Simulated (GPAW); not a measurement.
# C/Pd(111): work function by functional and basis, part 2 of 2

How far do functional and basis move the work function of C/Pd(111)?

GPAW 26.7.0; GPAW, PAW setups; slab in vacuum, relaxation (the session's first sound run).

So far, upper work function (eV): step 2 (relaxing the atoms, PBE, GPAW) 6.17; step 4 (self-consistent run: xc = "RPBE") 6.05; step 5 (self-consistent run: xc = "LDA") 6.43; step 6 (self-consistent run: xc = "vdW-DF2", GPAW, PAW setups, GPAW) 6.64; step 7 (self-consistent run: xc = "revPBE") 6.05.

**8. OptPBE vdW: xc = "optPBE-vdW"**

The same geometry under optPBE-vdW, to see how far the functional moves the levels against the vacuum (the van der Waals functionals take revPBE setups).

Contents of run.py:

```python
import json
import numpy as np
from ase import Atoms
from gpaw import GPAW, PW

slab = Atoms(
    ['Pd', 'Pd', 'Pd', 'Pd', 'C'],
    positions=[
        [0.00000, 0.00000, 9.00000],
        [1.37532, 0.79404, 11.24589],
        [2.75065, 1.58809, 13.56953],
        [0.00000, -0.00000, 15.99366],
        [1.37532, 0.79404, 17.16228]],
    cell=[[2.75065, 0.0, 0.0], [1.37532, 2.38213, 0.0], [0.0, 0.0, 26.18698]],
    pbc=[True, True, False])

slab.calc = GPAW(mode=PW(500), xc='optPBE-vdW', kpts={'size': (13, 13, 1), 'gamma': True},
                 occupations={'name': 'fermi-dirac', 'width': 0.1}, nbands='160%',
                 convergence={'density': 1e-05}, maxiter=200,
                 poissonsolver={'dipolelayer': 'xy'},
                 symmetry={'tolerance': 1e-3}, txt='slab.txt')
result = {}
energy = slab.get_potential_energy()
fermi = slab.calc.get_fermi_level()
v = slab.calc.get_electrostatic_potential().mean((0, 1)) - fermi
n = slab.calc.get_pseudo_density().mean((0, 1))
L = slab.cell[2, 2]
z = np.arange(len(v)) * L / len(v)
low, high = slab.positions[:, 2].min(), slab.positions[:, 2].max()
below, above = np.interp([low - 6.8, high + 6.8], z, v)
slopes = [np.interp(x, z, np.gradient(v, z)) for x in (low - 6.8, high + 6.8)]
eps = np.array([[slab.calc.get_eigenvalues(k, s) for k in range(len(slab.calc.get_ibz_k_points()))]
                for s in range(slab.calc.get_number_of_spins())]) - fermi
top, bottom = eps[eps < 0].max(), eps[eps > 0].min()
dipole = slab.get_dipole_moment()[2]
print(f'energy {energy:.4f} eV, Fermi level {fermi:.4f} eV, dipole {dipole:.5f} e A')
print(f'potential 6.8 A off the faces, from the Fermi level: lower {below:.4f} eV, upper {above:.4f} eV')
print(f'slope of the potential there: lower {slopes[0]:.5f}, upper {slopes[1]:.5f} eV/A')
print(f'nearest levels on the mesh: {top:.4f} and {bottom:.4f} eV')
print('magnetic moment', round(slab.get_magnetic_moment(), 3))
result.update(energy=energy, fermi=fermi, dipole=dipole, below=below, above=above, slopes=slopes, edges=[top, bottom],
              z=z.tolist(), v=v.tolist(), n=n.tolist(), positions=slab.positions.tolist(),
              forces=slab.get_forces(apply_constraint=False).tolist(), moments=slab.get_magnetic_moments().tolist())
json.dump(result, open('result.json', 'w'))
```

Started as:

```
> OMP_NUM_THREADS=1 OPENBLAS_NUM_THREADS=1 python run.py
```

Log:

```text
energy -79.8043 eV, Fermi level 0.0844 eV, dipole -0.03762 e A
potential 6.8 A off the faces, from the Fermi level: lower 5.3901 eV, upper 6.4267 eV
slope of the potential there: lower 0.00001, upper -0.00005 eV/A
nearest levels on the mesh: -0.0091 and 0.0029 eV
magnetic moment 0.0
```

The job ended after 4.6 min (1 thread of Arm Neoverse V1, shared host; peak memory 0.44 GiB).

Numbers from this step:

```
dipole along the normal                    : -0.03762 e·Å
levels nearest the Fermi level on the mesh : -0.009123, 0.002860 eV from the Fermi level
upper work function                        : 6.427 eV
lower work function                        : 5.390 eV
```

Table of electrostatic potential energy of an electron (without an applied field's), less the Fermi level, planar mean by z:

```csv
z (Å),"electrostatic potential energy of an electron (without an applied field's), less the Fermi level, planar mean (eV)"
0.0,5.91
0.5,5.39
1.0,5.39
1.5,5.39
2.0,5.39
2.5,5.39
3.0,5.39
3.5,5.39
4.0,5.39
4.5,5.39
5.0,5.39
5.5,5.38
6.0,5.37
6.5,5.31
7.0,5.11
7.5,4.38
8.0,1.51
8.5,-9.45
9.0,-22.8
9.5,-9.56
10.0,0.429
10.5,-2.97
11.0,-18.7
11.5,-18.5
12.0,-2.73
12.5,0.899
13.0,-7.36
13.5,-22.5
14.0,-12.2
14.5,-0.0751
15.0,-0.184
15.5,-11.6
16.0,-25.2
16.5,-13.5
17.0,-13.0
17.5,-4.48
18.0,4.09
18.5,5.95
19.0,6.33
19.5,6.40
20.0,6.42
20.5,6.43
21.0,6.43
21.5,6.43
22.0,6.43
22.5,6.43
23.0,6.43
23.5,6.43
24.0,6.43
24.5,6.43
25.0,6.43
25.5,6.43
26.0,6.19
```

The upper face's work function is 6.427 eV, against 6.166 eV in the first plane-wave PBE run at this geometry.

**9. Real-space grid: mode = "fd"**

A real-space grid is a second complete basis, so it checks the plane-wave result.

run.py, as its differences from that of step 8:

```diff
@@ -3,3 +3,3 @@
 from ase import Atoms
-from gpaw import GPAW, PW
+from gpaw import GPAW
 
@@ -16,3 +16,3 @@
 
-slab.calc = GPAW(mode=PW(500), xc='optPBE-vdW', kpts={'size': (13, 13, 1), 'gamma': True},
+slab.calc = GPAW(mode='fd', h=0.18, xc='PBE', kpts={'size': (13, 13, 1), 'gamma': True},
                  occupations={'name': 'fermi-dirac', 'width': 0.1}, nbands='160%',
```

Log:

```text
energy -20.7124 eV, Fermi level -5.6946 eV, dipole -0.03433 e A
potential 6.8 A off the faces, from the Fermi level: lower 5.2218 eV, upper 6.1674 eV
slope of the potential there: lower -0.00000, upper -0.00000 eV/A
nearest levels on the mesh: -0.0098 and 0.0007 eV
magnetic moment 0.0
```

Wall time 9.9 min (1 thread); peak memory 0.72 GiB.

This step gave:

```yaml
dipole_along_the_normal: -0.03433 e·Å
levels_nearest_the_fermi_level_on_the_mesh: -0.009787, 6.62e-4 eV from the Fermi level
upper_work_function: 6.167 eV
lower_work_function: 5.222 eV
```

The upper face's work function is 6.167 eV, against 6.166 eV in the first plane-wave PBE run at this geometry.

**10. Atomic orbitals: mode = "lcao"**

Atom-centred orbitals end a few angstrom from the surface, which tests how much the density's tail matters.

run.py, as its differences from that of step 9:

```diff
@@ -16,4 +16,4 @@
 
-slab.calc = GPAW(mode='fd', h=0.18, xc='PBE', kpts={'size': (13, 13, 1), 'gamma': True},
-                 occupations={'name': 'fermi-dirac', 'width': 0.1}, nbands='160%',
+slab.calc = GPAW(mode='lcao', basis='dzp', h=0.18, xc='PBE', kpts={'size': (13, 13, 1), 'gamma': True},
+                 occupations={'name': 'fermi-dirac', 'width': 0.1}, nbands='120%',
                  convergence={'density': 1e-05}, maxiter=200,
```

Log:

```text
energy -18.1425 eV, Fermi level -5.7310 eV, dipole -0.03478 e A
potential 6.8 A off the faces, from the Fermi level: lower 5.2521 eV, upper 6.2100 eV
slope of the potential there: lower -0.00001, upper 0.00000 eV/A
nearest levels on the mesh: -0.0032 and 0.0097 eV
magnetic moment 0.0
```

Wall time 32 min (1 thread); peak memory 0.38 GiB.

Numbers from this step:

- dipole along the normal: -0.03478 e·Å
- levels nearest the Fermi level on the mesh: -0.003230, 0.009690 eV from the Fermi level
- upper work function: 6.210 eV
- lower work function: 5.252 eV

Table of electrostatic potential energy of an electron (without an applied field's), less the Fermi level, planar mean by z:

z (Å), electrostatic potential energy of an electron (without an applied field's), less the Fermi level, planar mean (eV) and a bar from the least value:
```
      0.0        5.7 ##############################
      0.5        5.3 #############################
      1.0        5.3 #############################
      1.5        5.3 #############################
      2.0        5.3 #############################
      2.5        5.3 #############################
      3.0        5.3 #############################
      3.5        5.3 #############################
      4.0        5.3 #############################
      4.5        5.3 #############################
      5.0        5.2 #############################
      5.5        5.2 #############################
      6.0        5.2 #############################
      6.5        5.2 #############################
      7.0        5.0 #############################
      7.5        4.4 ############################
      8.0        1.7 ##########################
      8.5       -9.4 ###############
      9.0      -23.1 ##
      9.5       -9.5 ###############
     10.0        0.7 #########################
     10.5       -2.8 #####################
     11.0      -18.8 ######
     11.5      -18.4 #######
     12.0       -2.4 ######################
     12.5        1.2 #########################
     13.0       -7.2 #################
     13.5      -22.6 ###
     14.0      -12.1 #############
     14.5        0.1 ########################
     15.0        0.1 ########################
     15.5      -11.5 #############
     16.0      -25.3 
     16.5      -13.6 ###########
     17.0      -13.0 ############
     17.5       -4.6 ####################
     18.0        4.0 ############################
     18.5        5.8 ##############################
     19.0        6.1 ##############################
     19.5        6.2 ##############################
     20.0        6.2 ##############################
     20.5        6.2 ##############################
     21.0        6.2 ##############################
     21.5        6.2 ##############################
     22.0        6.2 ##############################
     22.5        6.2 ##############################
     23.0        6.2 ##############################
     23.5        6.2 ##############################
     24.0        6.2 ##############################
     24.5        6.2 ##############################
     25.0        6.2 ##############################
     25.5        6.2 ##############################
     26.0        6.2 ##############################
```

The upper face's work function is 6.210 eV, against 6.166 eV in the first plane-wave PBE run at this geometry.

**11. The ladder**

Times are for 1 thread of Arm Neoverse V1, shared host. Results by setting:

```csv
no.,run,upper work function (eV),lower work function (eV),time,memory (GiB)
1,pw,6.166,5.220,3.9 min,0.28
2,RPBE,6.055,5.031,4.3 min,0.28
3,LDA,6.434,5.639,4.3 min,0.28
4,vdW DF2,6.639,5.566,5.3 min,0.44
5,revPBE,6.054,5.056,3.9 min,0.28
6,optPBE vdW,6.427,5.390,4.6 min,0.44
7,fd,6.167,5.222,9.9 min,0.72
8,lcao,6.210,5.252,32 min,0.38
```

**12. Side by side**

Results and costs are gathered.

This step: comparison of work functions, dipole and cost (GPAW 26.7.0).

Ladder, by row:

```csv
step,code,"work function, upper (eV)","work function, lower (eV)",dipole (e Å),wall time (s),peak memory (GiB),threads
pw,GPAW,6.166,5.22,-0.03433,231,0.28,1
RPBE,GPAW,6.055,5.031,-0.03714,257,0.28,1
LDA,GPAW,6.434,5.639,-0.02885,257.6,0.28,1
vdW-DF2,GPAW,6.639,5.566,-0.03894,320.3,0.44,1
revPBE,GPAW,6.054,5.056,-0.03625,235.1,0.28,1
optPBE-vdW,GPAW,6.427,5.39,-0.03762,273.9,0.44,1
fd,GPAW,6.167,5.222,-0.03433,593.9,0.72,1
lcao,GPAW,6.21,5.252,-0.03478,1910,0.38,1
```

**13. A changed run**

One more run, with changed settings.

This step: GPAW, PAW setups; slab in vacuum (GPAW 26.7.0).

run.py, as its differences from that of step 10:

```diff
@@ -3,3 +3,3 @@
 from ase import Atoms
-from gpaw import GPAW
+from gpaw import GPAW, PW
 
@@ -16,5 +16,5 @@
 
-slab.calc = GPAW(mode='lcao', basis='dzp', h=0.18, xc='PBE', kpts={'size': (13, 13, 1), 'gamma': True},
-                 occupations={'name': 'fermi-dirac', 'width': 0.1}, nbands='120%',
-                 convergence={'density': 1e-05}, maxiter=200,
+slab.calc = GPAW(mode=PW(500), xc='pbe96', kpts={'size': (13, 13, 1), 'gamma': True},
+                 occupations={'name': 'fermi-dirac', 'width': 0.1}, nbands='160%',
+                 convergence={'density': 1e-05}, maxiter=100,
                  poissonsolver={'dipolelayer': 'xy'},
```

Log:

```text
NameError: Unknown functional: pbe96.
```

Elapsed: 0.77 s, on 1 thread; peak memory 0.1 GiB.

The program refused the input before any cycle.

The program's message: “NameError: Unknown functional: pbe96.”

The change that led to it: xc = "pbe96".

**14. What came out**

```
work function, upper and lower face : 6.166 and 5.220 eV
dipole along the normal             : -0.0343 e Å
```

In words: With plane waves and PBE the work function is 6.17 eV on the upper face and 5.22 eV on the lower. The two faces differ by 0.95 eV, the step that the slab's dipole makes (e p/(ε0 A) gives 0.95 eV), so the dipole layer is needed. Over the sound runs of the table the upper face's work function spans 6.054 (revPBE) to 6.639 eV (vdW-DF2). The cell of 6.55 Å² holds one C, started on one chosen site; other sites and coverages weren't tried. The in-plane lattice was kept as typed, which isn't the functional's own and leaves some strain; spin-orbit coupling and temperature are left out.

[Logs are printed without paths, hosts, clocks, repeated set-up lines and the standing remarks that a program may print on its own settings, such as how far it seeks lower states.]

[Hosts, paths, dates, database ids (printed as entryN), source tags and the programs' standing remarks are cut or masked in the printed files.]
